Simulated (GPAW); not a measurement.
**KCl (Fm-3m): how ε∞ follows the gap**

The empty bands of KCl (Fm-3m) are shifted up rigidly by Δ, and ε∞ is computed for each shift.

Cell: a, b, c = 4.450, 4.450, 4.450 Å (primitive vectors), 2 atoms.

Method: GPAW 26.7.0, PBE, RPA, k-mesh 10×10×10, local fields up to 50 eV, Lorentzian half width 0.15 eV.

Launch of the response step: `OMP_NUM_THREADS=1 python df.py`. The series took 2.8 min in all, its band step included, on 1 thread of Arm Neoverse V2, on a shared host.

| Δ (eV) | ε∞ |
| --- | --- |
| 0.00 | 2.171 |
| 0.40 | 2.132 |
| 0.80 | 2.097 |
| 1.20 | 2.064 |
| 1.60 | 2.033 |
| 2.00 | ? |

With one effective transition at E₀ and fixed dipole strength, ε∞ − 1 = A/(E₀ + Δ), so 1/(ε∞ − 1) is linear in Δ.

Working, on the rows shown:

| x = Δ (eV) | y = 1/(ε∞ − 1) |
| --- | --- |
| 0 | 0.853971 |
| 0.4 | 0.883392 |
| 0.8 | 0.911577 |
| 1.2 | 0.93985 |
| 1.6 | 0.968054 |

Means: x̄ = 0.8, ȳ = 0.91137. Σ(x − x̄)(y − ȳ) = 0.1138, Σ(x − x̄)² = 1.6. Slope = 0.1138 / 1.6 = 0.07116; intercept = ȳ − slope · x̄ = 0.85444. Turned back into ε∞, the line misses the rows shown by at most 0.00065.

Q: What does the fit predict for the withheld row, and how well does it do?

A: At x = 2 the line gives y = 0.99676, that is 2.003. The run gave 2.005, so the extrapolation is off by 0.0017, 1.1 % of the range in the table.

Refitted with all rows, the slope is 0.07054 and the intercept 0.85477. These give E₀ = intercept/slope = 12.1 eV, far above the least direct gap of 5.19 eV: most of the screening comes from transitions well over the edge. Over the first step ε∞ falls by 4 % per eV. Excitons are left out; PBE gaps are as a rule too small. The values come from a sum over the points of one k-mesh and carry its error, which grows as the direct gap shrinks.
